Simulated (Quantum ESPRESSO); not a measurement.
# Projected density of states of magnetic CrSiTe3

Where do the states of the two spins of CrSiTe3 lie?

Main program and level: Quantum ESPRESSO 7.5; PBEsol with U = 3.5 eV on Cr d (ortho-atomic projectors); plane waves with GBRV 1.5 PBEsol potentials, no spin-orbit coupling.

## (1) Starting point

It takes space group R-3 (No. 148, trigonal). The conventional cell has a = 6.831 Å, b = 6.831 Å, c = 21.773 Å, α = 90.00°, β = 90.00°, γ = 120.00°. Nearest to Cr lie 6 Te at 2.79 to 2.80 Å. Nearest to Si lie 1 Si at 2.27 Å and 3 Te at 2.53 Å. Te has 1 Si at 2.53 Å and 2 Cr at 2.79 to 2.80 Å nearest. Farther neighbours and most contacts between anions are not listed.

Coordinates:

```cif
data_structure
_symmetry_space_group_name_H-M 'R-3:H'
_symmetry_Int_Tables_number 148
_cell_length_a 6.8305
_cell_length_b 6.8305
_cell_length_c 21.7730
_cell_angle_alpha 90.000
_cell_angle_beta 90.000
_cell_angle_gamma 120.000
_cell_volume 879.75
loop_
_atom_site_label
_atom_site_type_symbol
_atom_site_symmetry_multiplicity
_atom_site_Wyckoff_symbol
_atom_site_fract_x
_atom_site_fract_y
_atom_site_fract_z
_atom_site_occupancy
Cr1 Cr 6 c 0.33333 0.66667 0.00048 1
Si1 Si 6 c 0.66667 0.33333 0.28113 1
Te1 Te 18 f 0.30645 0.97499 0.25381 1
```

The cell comes from Materials Project 2023-11-01, a database of computed structures, and need not be the stable phase.

## (2) Ground-state run

This state came out lowest in a comparison of starts that is told elsewhere.

Input file pw.in:

```
&CONTROL
  calculation = 'scf'
  prefix = 'pwscf'
  outdir = './tmp'
  pseudo_dir = './pseudo'
  disk_io = 'low'
/
&SYSTEM
  ibrav = 0
  celldm(1) = 8
  nat = 10
  ntyp = 3
  ecutwfc = 40
  ecutrho = 280
  nbnd = 56
  occupations = 'smearing'
  smearing = 'fd'
  degauss = 0.00367493
  nspin = 2
  starting_magnetization(1) = 0.2143
  starting_magnetization(2) = 0
  starting_magnetization(3) = 0
/
&ELECTRONS
  conv_thr = 2d-08
  electron_maxstep = 150
  mixing_beta = 0.3
/
ATOMIC_SPECIES
Cr     51.9961 cr_pbesol_v1.5.uspp.F.UPF
Si     28.0850 si_pbesol_v1.uspp.F.UPF
Te    127.6000 te_pbesol_v1.uspp.F.UPF
CELL_PARAMETERS alat
   0.8067385939986    0.4657707444155    1.7143779670744
  -0.8067385939986    0.4657707444155    1.7143779670744
   0.0000000000000   -0.9315414888310    1.7143779670744
ATOMIC_POSITIONS crystal
Cr      0.6661873000    0.6661873000    0.6661873000
Cr      0.3338127000    0.3338127000    0.3338127000
Si      0.0522024200    0.0522024200    0.0522024200
Si      0.9477975800    0.9477975800    0.9477975800
Te      0.7211835100    0.0776504400    0.4397477900
Te      0.4397477900    0.7211835100    0.0776504400
Te      0.0776504400    0.4397477900    0.7211835100
Te      0.9223495600    0.5602522100    0.2788164900
Te      0.5602522100    0.2788164900    0.9223495600
Te      0.2788164900    0.9223495600    0.5602522100
K_POINTS automatic
4 4 4 0 0 0
HUBBARD {ortho-atomic}
U Cr-3d 3.5000
```

Command:

```
OMP_NUM_THREADS=1 mpirun -n 4 pw.x -nk 4 -in pw.in > pw.out
```

What it wrote:

```text
Program PWSCF v.7.5 starts

     Message from routine setup:
     using ibrav=0 with symmetry is DISCOURAGED, use correct ibrav instead

     K-points division:     npool     =       4
     Subspace diagonalization in iterative solution of the eigenvalue problem:

     bravais-lattice index     =            0
     lattice parameter (alat)  =       8.0000  a.u.
     unit-cell volume          =    1978.9409 (a.u.)^3
     number of atoms/cell      =           10
     number of atomic types    =            3
     number of electrons       =        72.00
     number of Kohn-Sham states=           56
     kinetic-energy cutoff     =      40.0000  Ry
     charge density cutoff     =     280.0000  Ry
     scf convergence threshold =      2.0E-08
     mixing beta               =       0.3000
     number of iterations used =            8  plain     mixing
     Exchange-correlation= SLA  PW   PSX  PSC
                           (   1   4  10   8   0   0   0)
     Hubbard projectors: ortho-atomic
     Hubbard parameters of DFT+U (Dudarev formulation) in eV:
     U(Cr-3d) =  3.5000

     Internal variables: lda_plus_u =T, lda_plus_u_kind = 0

     Internal variables: orbital_resolved =F, hub_pot_fix =F, apply_U = F

     celldm(1)=   8.000000  celldm(2)=   0.000000  celldm(3)=   0.000000
     celldm(4)=   0.000000  celldm(5)=   0.000000  celldm(6)=   0.000000

     crystal axes: (cart. coord. in units of alat)
               a(1) = (   0.806739   0.465771   1.714378 )
               a(2) = (  -0.806739   0.465771   1.714378 )
               a(3) = (   0.000000  -0.931541   1.714378 )

     reciprocal axes: (cart. coord. in units 2 pi/alat)
               b(1) = (  0.619779  0.357830  0.194434 )
               b(2) = ( -0.619779  0.357830  0.194434 )
               b(3) = (  0.000000 -0.715660  0.194434 )

     PseudoPot. # 1 for Cr read from file:
     cr_pbesol_v1.5.uspp.F.UPF
     Pseudo is Ultrasoft + core correction, Zval = 14.0

     PseudoPot. # 2 for Si read from file:
     si_pbesol_v1.uspp.F.UPF
     Pseudo is Ultrasoft + core correction, Zval =  4.0

     PseudoPot. # 3 for Te read from file:
     te_pbesol_v1.uspp.F.UPF
     Pseudo is Ultrasoft + core correction, Zval =  6.0

     atomic species   valence    mass     pseudopotential
     Cr               14.00    51.99610     Cr( 1.00)
     Si                4.00    28.08500     Si( 1.00)
     Te                6.00   127.60000     Te( 1.00)

     Starting magnetic structure
     atomic species   magnetization
     Cr              0.214
     Si              0.000
     Te              0.000

      6 Sym. Ops., with inversion, found

   Cartesian axes

     site n.     atom                  positions (alat units)
         1        Cr     tau(   1) = (   0.0000000  -0.0000000   3.4262905  )
         2        Cr     tau(   2) = (  -0.0000000  -0.0000000   1.7168434  )
         3        Si     tau(   3) = (   0.0000000   0.0000000   0.2684840  )
         4        Si     tau(   4) = (   0.0000000  -0.0000000   4.8746499  )
         5        Te     tau(   5) = (   0.5191630  -0.0375698   2.1233972  )
         6        Te     tau(   6) = (  -0.2270451   0.4683932   2.1233972  )
         7        Te     tau(   7) = (  -0.2921179  -0.4308234   2.1233972  )
         8        Te     tau(   8) = (   0.2921179   0.4308234   3.0197367  )
         9        Te     tau(   9) = (   0.2270451  -0.4683932   3.0197367  )
        10        Te     tau(  10) = (  -0.5191630   0.0375698   3.0197367  )

     number of k points=    14  Fermi-Dirac smearing, width (Ry)=  0.0037
                       cart. coord. in units 2pi/alat
        k(    1) = (   0.0000000   0.0000000   0.0000000), wk =   0.0156250
        k(    2) = (   0.0000000  -0.1789149   0.0486085), wk =   0.0937500
        k(    3) = (   0.0000000   0.3578298  -0.0972170), wk =   0.0468750
        k(    4) = (  -0.1549449  -0.0894575   0.0972170), wk =   0.0937500
        k(    5) = (  -0.1549449   0.4472873  -0.0486085), wk =   0.0937500
        [... 9 further k-points ...]

     Dense  grid:   156649 G-vectors     FFT dimensions: (  90,  90,  90)

     Smooth grid:    67585 G-vectors     FFT dimensions: (  64,  64,  64)

     Generating pointlists ...
     new r_m :   0.2722 (alat units)  2.1774 (a.u.) for type    1
     new r_m :   0.2215 (alat units)  1.7720 (a.u.) for type    2
     new r_m :   0.2461 (alat units)  1.9684 (a.u.) for type    3

     Initial potential from superposition of free atoms

     starting charge      69.9975, renormalised to      72.0000

     negative rho (up, down):  9.520E-04 6.140E-04

     STARTING HUBBARD OCCUPATIONS:

     =================== HUBBARD OCCUPATIONS ===================
     ------------------------ ATOM    1 ------------------------
     Tr[ns(  1)] (up, down, total) =   3.40000  0.00000  3.40000
     Atomic magnetic moment for atom   1 =   3.40000
     [... lines left out ...]
     ------------------------ ATOM    2 ------------------------
     Tr[ns(  2)] (up, down, total) =   3.40000  0.00000  3.40000
     Atomic magnetic moment for atom   2 =   3.40000
     [... lines left out ...]
     Number of occupied Hubbard levels =    6.8000

     Atomic wfc used for Hubbard projectors are orthogonalized

     Starting wfcs are   52 randomized atomic wfcs +    4 random wfcs

     Self-consistent Calculation

     iteration #  1     ecut=    40.00 Ry     beta= 0.30
     Davidson diagonalization with overlap
     ethr =  1.00E-02,  avg # of iterations =  5.0

     =================== HUBBARD OCCUPATIONS ===================
     ------------------------ ATOM    1 ------------------------
     Tr[ns(  1)] (up, down, total) =   4.41186  0.58169  4.99355
     Atomic magnetic moment for atom   1 =   3.83017
     [... lines left out ...]
     ------------------------ ATOM    2 ------------------------
     Tr[ns(  2)] (up, down, total) =   4.41186  0.58169  4.99355
     Atomic magnetic moment for atom   2 =   3.83017
     [... lines left out ...]
     Number of occupied Hubbard levels =    9.9871

     negative rho (up, down):  3.645E-04 1.010E-03

     total energy              =    -527.97402562 Ry
     estimated scf accuracy    <       1.37220372 Ry

     total magnetization       =     6.06 Bohr mag/cell
     absolute magnetization    =     9.16 Bohr mag/cell

     iteration #  2     ecut=    40.00 Ry     beta= 0.30
     Davidson diagonalization with overlap
     ethr =  1.91E-03,  avg # of iterations =  2.4

     negative rho (up, down):  2.768E-04 1.877E-03

     total energy              =    -528.18035054 Ry
     estimated scf accuracy    <       1.18608870 Ry

     total magnetization       =     6.00 Bohr mag/cell
     absolute magnetization    =     7.69 Bohr mag/cell

     [... further iterations left out ...]

     iteration # 12     ecut=    40.00 Ry     beta= 0.30
     Davidson diagonalization with overlap
     ethr =  4.21E-10,  avg # of iterations =  2.0

     negative rho (up, down):  0.000E+00 1.009E-02

     total energy              =    -528.33673206 Ry
     estimated scf accuracy    <       0.00000016 Ry

     total magnetization       =     6.00 Bohr mag/cell
     absolute magnetization    =     9.50 Bohr mag/cell

     iteration # 13     ecut=    40.00 Ry     beta= 0.30
     Davidson diagonalization with overlap
     ethr =  2.27E-10,  avg # of iterations =  1.6

     negative rho (up, down):  0.000E+00 1.009E-02

     Magnetic moment per site  (integrated on atomic sphere of radius R)
     atom   1 (R=0.272)  charge= 12.5420  magn=  3.5447
     atom   2 (R=0.272)  charge= 12.5420  magn=  3.5447
     atom   3 (R=0.221)  charge=  1.6142  magn=  0.0085
     atom   4 (R=0.221)  charge=  1.6142  magn=  0.0085
     atom   5 (R=0.246)  charge=  2.6811  magn= -0.1332
     atom   6 (R=0.246)  charge=  2.6811  magn= -0.1332
     atom   7 (R=0.246)  charge=  2.6811  magn= -0.1332
     atom   8 (R=0.246)  charge=  2.6811  magn= -0.1332
     atom   9 (R=0.246)  charge=  2.6811  magn= -0.1332
     atom  10 (R=0.246)  charge=  2.6811  magn= -0.1332

     End of self-consistent calculation

     =================== HUBBARD OCCUPATIONS ===================
     ------------------------ ATOM    1 ------------------------
     Tr[ns(  1)] (up, down, total) =   4.15616  0.34194  4.49810
     Atomic magnetic moment for atom   1 =   3.81421
     [... lines left out ...]
     ------------------------ ATOM    2 ------------------------
     Tr[ns(  2)] (up, down, total) =   4.15616  0.34194  4.49810
     Atomic magnetic moment for atom   2 =   3.81421
     [... lines left out ...]
     Number of occupied Hubbard levels =    8.9962

     [... lines left out ...]
     the Fermi energy is     5.8592 ev

!    total energy              =    -528.33673212 Ry
     estimated scf accuracy    <          7.2E-09 Ry
     smearing contrib. (-TS)   =      -0.00016273 Ry
     internal energy E=F+TS    =    -528.33656939 Ry

     The total energy is F=E-TS. E is the sum of the following terms:
     one-electron contribution =    -348.27878938 Ry
     hartree contribution      =     197.30316577 Ry
     xc contribution           =    -139.38164149 Ry
     ewald contribution        =    -238.19940137 Ry
     Hubbard energy            =       0.22009707 Ry

     total magnetization       =     6.00 Bohr mag/cell
     absolute magnetization    =     9.50 Bohr mag/cell

     convergence has been achieved in  13 iterations

=------------------------------------------------------------------------------=
   JOB DONE.
=------------------------------------------------------------------------------=
```

Wall time 2.2 min (4 MPI ranks of Arm Neoverse V1, shared host); peak memory 1.5 GiB.

Spin moment in the atom's sphere by atom:

| atom | spin moment in the atom's sphere (μB) |
| --- | --- |
| Cr1 | 3.54 |
| Cr2 | 3.54 |
| Si3 | 0.01 |
| Si4 | 0.01 |
| Te5 | -0.13 |
| Te6 | -0.13 |
| Te7 | -0.13 |
| Te8 | -0.13 |
| Te9 | -0.13 |
| Te10 | -0.13 |

This step gave:

```
smearing term TS       : 0.002214 eV
magnetization          : 6.001 μB
absolute magnetization : 9.502 μB
final state            : ferromagnetic
```

(Part 1 of 2 ends here.)

[Logs and program files are shortened in this print: banners, set-up blocks, solver, clock and traceback lines can be left out without a mark of their own.]

[Logs are printed without paths, hosts, clocks, repeated set-up lines and the standing remarks that a program may print on its own settings, such as how far it seeks lower states.]

[Hosts, paths, dates, database ids (printed as entryN), source tags and the programs' standing remarks are cut or masked in the printed files.]

[Where a cell is said to come from a database of computed structures, the database is the Materials Project.]
